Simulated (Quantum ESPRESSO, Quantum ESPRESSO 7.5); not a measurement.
## Zr2CO2 MXene, 1 layer: a series in the field along the normal

Aim: how the results for Zr2CO2 MXene, 1 layer change with the field along the normal.

Main program and level: Quantum ESPRESSO 7.5; plane-wave DFT, PBE, GBRV ultrasoft pseudopotentials (geometry by pw.x at PBE-D3(BJ), GBRV ultrasoft).

### Step 1. The structure

The cell holds 5 atoms: 2 O, 2 Zr and 1 C. Its edges and angles: a = 3.289 Å, b = 3.289 Å, c = 21.953 Å, α = 90.0°, β = 90.0°, γ = 120.0°. It derives from Zr2CO2. Vacuum lies along c.

Set-up: Cell and atoms are relaxed without a field with a D3(BJ) correction and then held. Sawtooth field with dipole correction, 17 Å of vacuum in the starting cell, Fermi-Dirac smearing of 0.002 Ry; bands along a path at each field.

Members -0.05, 0.1, -0.1, 0.2, -0.2, 0.3 and -0.3 took the same steps and show in the table alone.

### Step 2. Variable-cell relaxation of the reference

What the set-up leaves free in this member is relaxed.

Input file ref.relax.in:

```
&control
  prefix = 'ref.relax'
  outdir = './out'
  pseudo_dir = './pseudo'
  nstep = 80
  forc_conv_thr = 0.0004
  calculation = 'vc-relax'
  etot_conv_thr = 1e-06
/
&system
  ibrav = 0
  nat = 5
  ntyp = 3
  ecutwfc = 50
  ecutrho = 250
  vdw_corr = 'grimme-d3'
  dftd3_version = 4
  occupations = 'smearing'
  smearing = 'fd'
  degauss = 0.004
/
&electrons
  conv_thr = 1e-09
  mixing_beta = 0.4
  electron_maxstep = 120
  mixing_mode = 'plain'
/
&ions
/
&cell
  cell_dofree = '2Dxy'
  press_conv_thr = 0.3
/
ATOMIC_SPECIES
  O   15.9990  o_pbe_v1.2.uspp.F.UPF
  Zr  91.2240  zr_pbe_v1.uspp.F.UPF
  C   12.0110  c_pbe_v1.2.uspp.F.UPF
CELL_PARAMETERS angstrom
  3.28900000000000 0.00000000000000 0.00000000000000
  -1.64450000000000 2.84835755304702 0.00000000000000
  0.00000000000000 0.00000000000000 21.95294679561928
ATOMIC_POSITIONS crystal
  O   0.333333333300 0.666666666700 0.387191755127
  Zr  0.666666666700 0.333333333300 0.440884848582
  C   0.000000000000 0.000000000000 0.500000000000
  Zr  0.333333333300 0.666666666700 0.559115151418
  O   0.666666666700 0.333333333300 0.612808244873
K_POINTS automatic
  12 12 1 0 0 0
```

Launch:

```
> OMP_NUM_THREADS=1 mpirun -n 4 pw.x -nk 4 -in ref.relax.in > ref.relax.out
```

Log:

```text
Program PWSCF v.7.5 starts
[citation notice left out]

     Parallel version (MPI & OpenMP), running on       4 processor cores
     Number of MPI processes:                 4
     Threads/MPI process:                     1

     MPI processes distributed on     1 nodes
[...]
Current dimensions of program PWSCF are:
     Max number of different atomic species (ntypx) = 10
     Max number of k-points (npk) =  40000
     Max angular momentum in pseudopotentials (lmaxx) =  4
     Message from routine setup:
     using ibrav=0 with symmetry is DISCOURAGED, use correct ibrav instead

     K-points division:     npool     =       4
     Subspace diagonalization in iterative solution of the eigenvalue problem:
     a serial algorithm will be used

     G-vector sticks info
     --------------------
     sticks:   dense  smooth     PW     G-vecs:    dense   smooth      PW
     Sum         673     517    163                92789    66043   10897

     Using Slab Decomposition

     bravais-lattice index     =            0
     lattice parameter (alat)  =       6.2153  a.u.
     unit-cell volume          =    1387.8669 (a.u.)^3
     number of atoms/cell      =            5
     number of atomic types    =            3
     number of electrons       =        40.00
     number of Kohn-Sham states=           24
     kinetic-energy cutoff     =      50.0000  Ry
     charge density cutoff     =     250.0000  Ry
     scf convergence threshold =      1.0E-09
     mixing beta               =       0.4000
     number of iterations used =            8  plain     mixing
     energy convergence thresh.=      1.0E-06
     force convergence thresh. =      4.0E-04
     press convergence thresh. =      3.0E-01
     Exchange-correlation= SLA  PW   PBE  PBE
                           (   1   4   3   4   0   0   0)
     nstep                     =           80

     celldm(1)=   6.215309  celldm(2)=   0.000000  celldm(3)=   0.000000
     celldm(4)=   0.000000  celldm(5)=   0.000000  celldm(6)=   0.000000

     crystal axes: (cart. coord. in units of alat)
               a(1) = (   1.000000   0.000000   0.000000 )
               a(2) = (  -0.500000   0.866025   0.000000 )
               a(3) = (   0.000000   0.000000   6.674657 )

     reciprocal axes: (cart. coord. in units 2 pi/alat)
               b(1) = (  1.000000  0.577350 -0.000000 )
               b(2) = (  0.000000  1.154701  0.000000 )
               b(3) = (  0.000000 -0.000000  0.149820 )

     PseudoPot. # 1 for O  read from file:
     ./pseudo/o_pbe_v1.2.uspp.F.UPF
     Pseudo is Ultrasoft + core correction, Zval =  6.0
     Generated by new atomic code, or converted to UPF format
     Using radial grid of  737 points,  5 beta functions with:
                l(1) =   0
                l(2) =   0
                l(3) =   1
                l(4) =   1
                l(5) =   2
     Q(r) pseudized with  8 coefficients,  rinner =    0.900   0.900   0.900
                                                       0.900   0.900

     PseudoPot. # 2 for Zr read from file:
     ./pseudo/zr_pbe_v1.uspp.F.UPF
     Pseudo is Ultrasoft + core correction, Zval = 12.0
     Generated by new atomic code, or converted to UPF format
     Using radial grid of  887 points,  6 beta functions with:
                l(1) =   0
                l(2) =   0
                l(3) =   1
                l(4) =   1
                l(5) =   2
                l(6) =   2
     Q(r) pseudized with  6 coefficients,  rinner =    1.200   1.200   1.200
                                                       1.200   1.200

     PseudoPot. # 3 for C  read from file:
     ./pseudo/c_pbe_v1.2.uspp.F.UPF
     Pseudo is Ultrasoft + core correction, Zval =  4.0
     Generated by new atomic code, or converted to UPF format
     Using radial grid of  721 points,  4 beta functions with:
                l(1) =   0
                l(2) =   0
                l(3) =   1
                l(4) =   1
     Q(r) pseudized with  8 coefficients,  rinner =    1.100   1.100   1.100

     atomic species   valence    mass     pseudopotential
     O                 6.00    15.99900     O ( 1.00)
     Zr               12.00    91.22400     Zr( 1.00)
     C                 4.00    12.01100     C ( 1.00)

     12 Sym. Ops., with inversion, found

   Cartesian axes

     site n.     atom                  positions (alat units)
         1        O      tau(   1) = (  -0.0000000   0.5773503   2.5843721  )
         2        Zr     tau(   2) = (   0.5000000   0.2886751   2.9427551  )
         3        C      tau(   3) = (   0.0000000   0.0000000   3.3373285  )
         4        Zr     tau(   4) = (  -0.0000000   0.5773503   3.7319018  )
         5        O      tau(   5) = (   0.5000000   0.2886751   4.0902848  )

     --------------------------------------------
     DFT-D3 Dispersion Correction (3-body terms):
     --------------------------------------------
       Reference C6 values for interpolation:

         atom   Coordination number   C6
         C          0.000            98.23
         C          0.987            86.49
         C          1.998            58.72
         C          2.999            51.56
         C          3.984            36.41
         O          0.000            31.01
         O          0.993            25.63
         O          1.989            20.74
         Zr         0.000          3645.44
         Zr         1.935          1137.36
         Zr         3.911           917.38

       Values used:

         atom   Coordination number  R0_AB[au]  C6      C8
         O          2.935            2.345     20.74    418.58
         Zr        14.151            3.836    917.38 152111.45
         C          5.966            2.750     36.41   1053.14
         Zr        14.151            3.836    917.38 152111.45
         O          2.935            2.345     20.74    418.58

         Molecular C6 ( Ry / a.u.^6 ) =      5594.04

     number of k points=    19  Fermi-Dirac smearing, width (Ry)=  0.0040
                       cart. coord. in units 2pi/alat
        k(    1) = (   0.0000000   0.0000000   0.0000000), wk =   0.0138889
        k(    2) = (   0.0000000   0.0962250   0.0000000), wk =   0.0833333
        k(    3) = (   0.0000000   0.1924501   0.0000000), wk =   0.0833333
        k(    4) = (   0.0000000   0.2886751   0.0000000), wk =   0.0833333
        k(    5) = (   0.0000000   0.3849002   0.0000000), wk =   0.0833333
        k(    6) = (   0.0000000   0.4811252   0.0000000), wk =   0.0833333
        k(    7) = (   0.0000000  -0.5773503   0.0000000), wk =   0.0416667
[...]
number of bfgs steps    =   1

     enthalpy           old  =    -274.9283831094 Ry
     enthalpy           new  =    -274.9919774207 Ry

     CASE: enthalpy          _new < enthalpy          _old

     new trust radius        =       0.0606016541 bohr
     new conv_thr            =       0.0000000010 Ry

     new unit-cell volume =   1373.56080 a.u.^3 (   203.54071 Ang^3 )
     density =      1.84750 g/cm^3

CELL_PARAMETERS (angstrom)
   3.272004676  -0.000000000   0.000000000
  -1.636002338   2.833639170   0.000000000
   0.000000000   0.000000000  21.952946796

ATOMIC_POSITIONS (crystal)
O                0.3333333333        0.6666666667        0.3914519703
Zr               0.6666666667        0.3333333333        0.4350116758
C               -0.0000000000        0.0000000000        0.5000000000
Zr               0.3333333333        0.6666666667        0.5649883242
O                0.6666666667        0.3333333333        0.6085480297

[...]
NEW-OLD atomic charge density approx. for the potential
     New effective cutoffs (rho, wfc):  252.53   50.52

     Check: negative core charge=   -0.000002

     negative rho (up, down):  1.296E-01 0.000E+00

     total cpu time spent up to now is       48.8 secs

     per-process dynamical memory:   104.3 Mb

     Self-consistent Calculation

     iteration #  1     ecut=    50.00 Ry     beta= 0.40
     Davidson diagonalization with overlap
     ethr =  1.00E-06,  avg # of iterations = 12.1

     negative rho (up, down):  1.294E-01 0.000E+00

     total cpu time spent up to now is       52.8 secs

     total energy              =    -274.99641032 Ry
     estimated scf accuracy    <       0.00303496 Ry

[...]
iteration # 11     ecut=    50.00 Ry     beta= 0.40
[...]
negative rho (up, down):  1.294E-01 0.000E+00

[...]
End of self-consistent calculation

[...]
the Fermi energy is     0.6502 ev

!    total energy              =    -274.99694521 Ry
     estimated scf accuracy    <          1.1E-10 Ry
     smearing contrib. (-TS)   =      -0.00000240 Ry
     internal energy E=F+TS    =    -274.99694280 Ry

     The total energy is F=E-TS. E is the sum of the following terms:
     one-electron contribution =   -2224.96133423 Ry
     hartree contribution      =    1116.05281034 Ry
     xc contribution           =     -53.89612319 Ry
     ewald contribution        =     887.88372022 Ry
     DFT-D3 Dispersion         =      -0.07601594 Ry

     convergence has been achieved in  11 iterations

     negative rho (up, down):  1.294E-01 0.000E+00

     Forces acting on atoms (cartesian axes, Ry/au):

     atom    1 type  1   force =    -0.00000000   -0.00000000    0.01279122
     atom    2 type  2   force =     0.00000000    0.00000000    0.01218438
     atom    3 type  3   force =     0.00000000    0.00000000    0.00000000
     atom    4 type  2   force =    -0.00000000    0.00000000   -0.01218438
     atom    5 type  1   force =    -0.00000000   -0.00000000   -0.01279122

     Total force =     0.024983     Total SCF correction =     0.000027

     Computing stress (Cartesian axis) and pressure

     negative rho (up, down):  1.294E-01 0.000E+00
          total   stress  (Ry/bohr**3)                   (kbar)     P=       -4.79
   0.00001865   0.00000000  -0.00000000            2.74        0.00       -0.00
  -0.00000000   0.00001865  -0.00000000           -0.00        2.74       -0.00
  -0.00000000  -0.00000000  -0.00013503           -0.00       -0.00      -19.86

     Energy error            =      5.0E-03 Ry
     Gradient error          =      1.3E-02 Ry/Bohr
     Cell gradient error     =      2.7E+00 kbar

     number of scf cycles    =   3
     number of bfgs steps    =   2

     enthalpy           old  =    -274.9919774207 Ry
     enthalpy           new  =    -274.9969452077 Ry

     CASE: enthalpy          _new < enthalpy          _old

     new trust radius        =       0.0168511868 bohr
     new conv_thr            =       0.0000000003 Ry

     new unit-cell volume =   1374.53475 a.u.^3 (   203.68504 Ang^3 )
     density =      1.84619 g/cm^3

CELL_PARAMETERS (angstrom)
   3.273164512  -0.000000000   0.000000000
  -1.636582256   2.834643618   0.000000000
   0.000000000   0.000000000  21.952946796

ATOMIC_POSITIONS (crystal)
O                0.3333333333        0.6666666667        0.3918581692
Zr               0.6666666667        0.3333333333        0.4352115606
C               -0.0000000000        0.0000000000        0.5000000000
Zr               0.3333333333        0.6666666667        0.5647884394
O                0.6666666667        0.3333333333        0.6081418308

[...]
NEW-OLD atomic charge density approx. for the potential
     New effective cutoffs (rho, wfc):  252.35   50.48

     Check: negative core charge=   -0.000002

     negative rho (up, down):  1.295E-01 0.000E+00

     total cpu time spent up to now is       71.2 secs

     per-process dynamical memory:   104.3 Mb

[...]
!    total energy              =    -274.99755021 Ry
[...]
Total force =     0.021548     Total SCF correction =     0.000020
[...]
number of bfgs steps    =   3
[...]
WARNING: bfgs curvature condition failed, Theta= 0.933
     new trust radius        =       0.0185363055 bohr
[...]
!    total energy              =    -274.99814441 Ry
[...]
Total force =     0.017313     Total SCF correction =     0.000007
[...]
number of bfgs steps    =   4
[...]
new trust radius        =       0.0278044583 bohr
[...]
!    total energy              =    -274.99882070 Ry
[...]
Total force =     0.011058     Total SCF correction =     0.000066
[...]
number of bfgs steps    =   5
[...]
new trust radius        =       0.0417066874 bohr
[...]
!    total energy              =    -274.99934369 Ry
[...]
Total force =     0.002142     Total SCF correction =     0.000022
[...]
number of bfgs steps    =   6
[...]
new trust radius        =       0.0158869420 bohr
[...]
!    total energy              =    -274.99939635 Ry
[...]
Total force =     0.001080     Total SCF correction =     0.000023
[...]
number of bfgs steps    =   7
[...]
new trust radius        =       0.0024244402 bohr
[...]
!    total energy              =    -274.99940234 Ry
[...]
Total force =     0.000846     Total SCF correction =     0.000005
[...]
number of bfgs steps    =   8
[...]
new trust radius        =       0.0026668843 bohr
[...]
Self-consistent Calculation

     iteration #  1     ecut=    50.00 Ry     beta= 0.40
     Davidson diagonalization with overlap
     ethr =  1.00E-06,  avg # of iterations =  2.0

     Threshold (ethr) on eigenvalues was too large:
     Diagonalizing with lowered threshold

     Davidson diagonalization with overlap
     ethr =  1.81E-09,  avg # of iterations =  4.5

     negative rho (up, down):  1.293E-01 0.000E+00

     total cpu time spent up to now is      175.7 secs

     total energy              =    -274.99940616 Ry
     estimated scf accuracy    <       0.00000058 Ry

     iteration #  2     ecut=    50.00 Ry     beta= 0.40
[...]
negative rho (up, down):  1.293E-01 0.000E+00

[...]
total energy              =    -274.99940626 Ry
     estimated scf accuracy    <       0.00000027 Ry

     iteration #  3     ecut=    50.00 Ry     beta= 0.40
[...]
[key lines of the parts left out:]
the Fermi energy is     0.6692 ev
convergence has been achieved in   7 iterations
```

It took 3.9 min on 4 MPI ranks of Arm Neoverse V2, shared host; peak memory 0.81 GiB.

Relaxation path:

| step | energy less that of the first step (eV) | largest force (eV/Å) | volume (Å³) |
| --- | --- | --- | --- |
| 1 | 0.0000 | 4.8973 | 205.66 |
| 2 | -0.8652 | 1.1393 | 204.33 |
| 3 | -0.9328 | 0.3289 | 203.54 |
| 4 | -0.9411 | 0.2833 | 203.69 |
| 5 | -0.9492 | 0.2261 | 203.93 |
| 6 | -0.9584 | 0.1448 | 204.37 |
| 7 | -0.9655 | 0.0348 | 205.17 |
| 8 | -0.9662 | 0.0189 | 205.61 |
| 9 | -0.9663 | 0.0139 | 205.74 |
| 10 | -0.9663 | 0.0030 | 205.89 |
| 11 | -0.9663 | 0.0002 | 205.91 |
| 12 | -0.9664 | 0.0002 | 205.91 |

| cell as run | before | after | change |
| --- | --- | --- | --- |
| a (Å) | 3.289 | 3.291 | +0.1 % |
| b (Å) | 3.289 | 3.291 | +0.1 % |

The atoms that moved most (Å, along periodic axes as changes of fractional coordinates times the final cell, across vacuum about the mean position):

| atom | dx | dy | dz | length |
| --- | --- | --- | --- | --- |
| O1 | 0.000 | 0.000 | 0.158 | 0.158 |
| O5 | 0.000 | 0.000 | -0.158 | 0.158 |
| Zr4 | 0.000 | 0.000 | 0.096 | 0.096 |
| Zr2 | 0.000 | 0.000 | -0.096 | 0.096 |

The relaxed structure:

```xyz
5
Lattice="3.2910 0.0000 0.0000 -1.6455 2.8501 0.0000 0.0000 0.0000 21.9529" Properties=species:S:1:pos:R:3
O     0.0000    1.9001    8.6576
Zr    1.6455    0.9500    9.5826
C     0.0000    0.0000   10.9765
Zr    0.0000    1.9001   12.3704
O     1.6455    0.9500   13.2953
```

 The last row is no step: it is a fresh SCF in the final cell with a new plane-wave basis, -0 meV from the row before.

This step gave:

| Item | Value |
| --- | --- |
| free energy | -3741.5576 eV |
| Fermi energy | 0.6696 eV |

(Part 1 of 4 ends here.)

[Logs are printed without paths, hosts, clocks, repeated set-up lines and the standing remarks that a program may print on its own settings, such as how far it seeks lower states.]

[Hosts, paths, dates, database ids (printed as entryN), source tags and the programs' standing remarks are cut or masked in the printed files.]

[Maps of the electrostatic potential energy from Ansatz leave out the sawtooth potential of an applied field or a dipole correction, so their vacuum need not be flat; planar profiles and work functions include it.]
